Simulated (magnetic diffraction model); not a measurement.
# Moment size from magnetic intensity in CeZr3

Space group Pm-3m (no. 221), a = 4.4020 Å.

```
site  atom    x    y  z
  1a    Ce    0    0  0
  3c    Zr  1/2  1/2  0
```

The compound is invented for this exercise: a known structure type with other elements, its cell scaled to their sizes and not relaxed.

Only Ce is taken to order (form factors of Ce3+); orders and moment sizes are assumed, and not adapted to the symmetry. Radiation: neutrons of λ = 2.0775 Å, 3° to 100°; isotropic B of 0.23 Å² (Ce) and 0.28 Å² (Zr). Simulated constant-wavelength pattern: nuclear and magnetic terms add, the magnetic one as |2.695 fm × Σ f S⊥ exp(2πi Q·r) exp(−B s²)|², summed over all Q at one angle with the factor 1/(sin²θ cos θ). For a modulated order the moment at position r is S exp(−2πi k·r) + c.c., with S = m/2 for a sine wave of amplitude m and S = m(u + iv)/2 for moments turning in a plane, u and v being orthogonal unit vectors in it; the phase factor of the sum at Q = H + k is then exp(2πi H·r). Free-ion form factors, Sears's scattering lengths of 1992, no absorption; a label names one of the reflections at its angle. The strongest nuclear line in the range is 100, and lines under 0.2 are left out.

In a first state the assumed order is k = (0 1/5 0), moments turning in the plane of [010] and [100], 1.9 μB on Ce, with this pattern:

```
2θ (°)      index  nuclear  magnetic
  5.41  (0 1/5 0)      0.0      16.5
 21.76  (0 4/5 0)      0.0       1.0
 27.30    (1 0 0)      1.7       0.0
 27.85  (1 1/5 0)      0.0       3.5
 32.90  (0 6/5 0)      0.0       0.4
 35.18  (1 4/5 0)      0.0       1.9
 38.99    (1 1 0)      1.7       0.0
 39.39  (1 1/5 1)      0.0       1.6
 43.26  (1 6/5 0)      0.0       1.1
 45.09  (1 4/5 1)      0.0       1.1
 48.25    (1 1 1)    100.0       0.0
 51.91  (1 6/5 1)      0.0       0.8
 56.32    (2 0 0)     57.8       0.0
 56.63  (2 1/5 0)      0.0       0.7
 58.14  (1 9/5 0)      0.0       0.5
 61.10  (2 4/5 0)      0.0       0.6
```
(The table stops after 16 lines; 22 more lie at higher angle.)

**Question.** Nearer the ordering temperature the line at 5.41° has total intensity 4.1 on the same scale, and all moments have shrunk alike. How large is the Ce moment?

The nuclear part, 0.0, stays, so the magnetic part is 4.1 against 16.5. It goes as m², so m = 1.9 × √(4.1/16.5) = 0.95 μB; the value used was 0.95 μB.

[Logs are printed without paths, hosts, clocks, repeated set-up lines and the standing remarks that a program may print on its own settings, such as how far it seeks lower states.]
